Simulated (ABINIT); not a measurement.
**KBr (Fm-3m): refractive index against wavelength**

The refractive index of KBr (Fm-3m) below the direct gap (4.44 eV on the mesh) is read from one computed spectrum, n = √(Re ε).

Symmetry: Fm-3m, No. 225, cubic system. The conventional cell has a = 6.600 Å, b = 6.600 Å, c = 6.600 Å, α = 90.00°, β = 90.00°, γ = 90.00°. Around Br on site b lie 6 K at 3.30 Å. Around K on site a lie 6 Br at 3.30 Å.

Method: ABINIT 10.8.3, PBE, independent particles, k-mesh 9×9×9, Lorentzian half width 0.05 eV.

Launch of the response step: `optic optic.abi`. The run took 48 s, its band step included, on 4 threads of Intel(R) Xeon(R) Gold 6455B (Sapphire Rapids), with other jobs on the host.

| wavelength (nm) | photon energy E (eV) | n |
| --- | --- | --- |
| 1064 | 1.165 | 1.6916 |
| 850 | 1.459 | 1.6978 |
| 700 | 1.771 | 1.7064 |
| 633 | 1.959 | 1.7125 |
| 532 | 2.331 | 1.7271 |
| 450 | 2.755 | 1.7487 |
| 405 | 3.061 | ? |

In the single-oscillator model n² − 1 = E₀E_d/(E₀² − E²), so 1/(n² − 1) = E₀/E_d − E²/(E₀E_d) is linear in E².

Working, on the rows shown:

| x = E² (eV²) | y = 1/(n² − 1) |
| --- | --- |
| 1.35784 | 0.537198 |
| 2.12762 | 0.531201 |
| 3.13716 | 0.523067 |
| 3.83641 | 0.517423 |
| 5.43137 | 0.504318 |
| 7.59115 | 0.48592 |

Means: x̄ = 3.9136, ȳ = 0.51652. Σ(x − x̄)(y − ȳ) = -0.2153, Σ(x − x̄)² = 26.16. Slope = -0.2153 / 26.16 = -0.00823; intercept = ȳ − slope · x̄ = 0.54873. Turned back into n, the line misses the rows shown by at most 0.00041.

Problem. Fill in the last column of the withheld row.

Solution. At x = 9.3718 the line gives y = 0.4716, that is 1.7665. The run gave 1.7683, so the extrapolation is off by 0.0018, 2 % of the range in the table.

Refitted with all rows, the slope is -0.008359 and the intercept 0.54913. These give E₀ = √(intercept/−slope) = 8.11 eV and E_d = E₀/intercept = 14.8 eV; E₀ is 1.8 times the direct gap. The electronic limit at long wavelengths, without lattice vibrations, is n = √(1 + 1/intercept) = 1.680. Excitons are left out and so are local fields; PBE gaps are as a rule too small. The values come from a sum over the points of one k-mesh and carry its error, which grows as the direct gap shrinks. Spin-orbit coupling is left out.
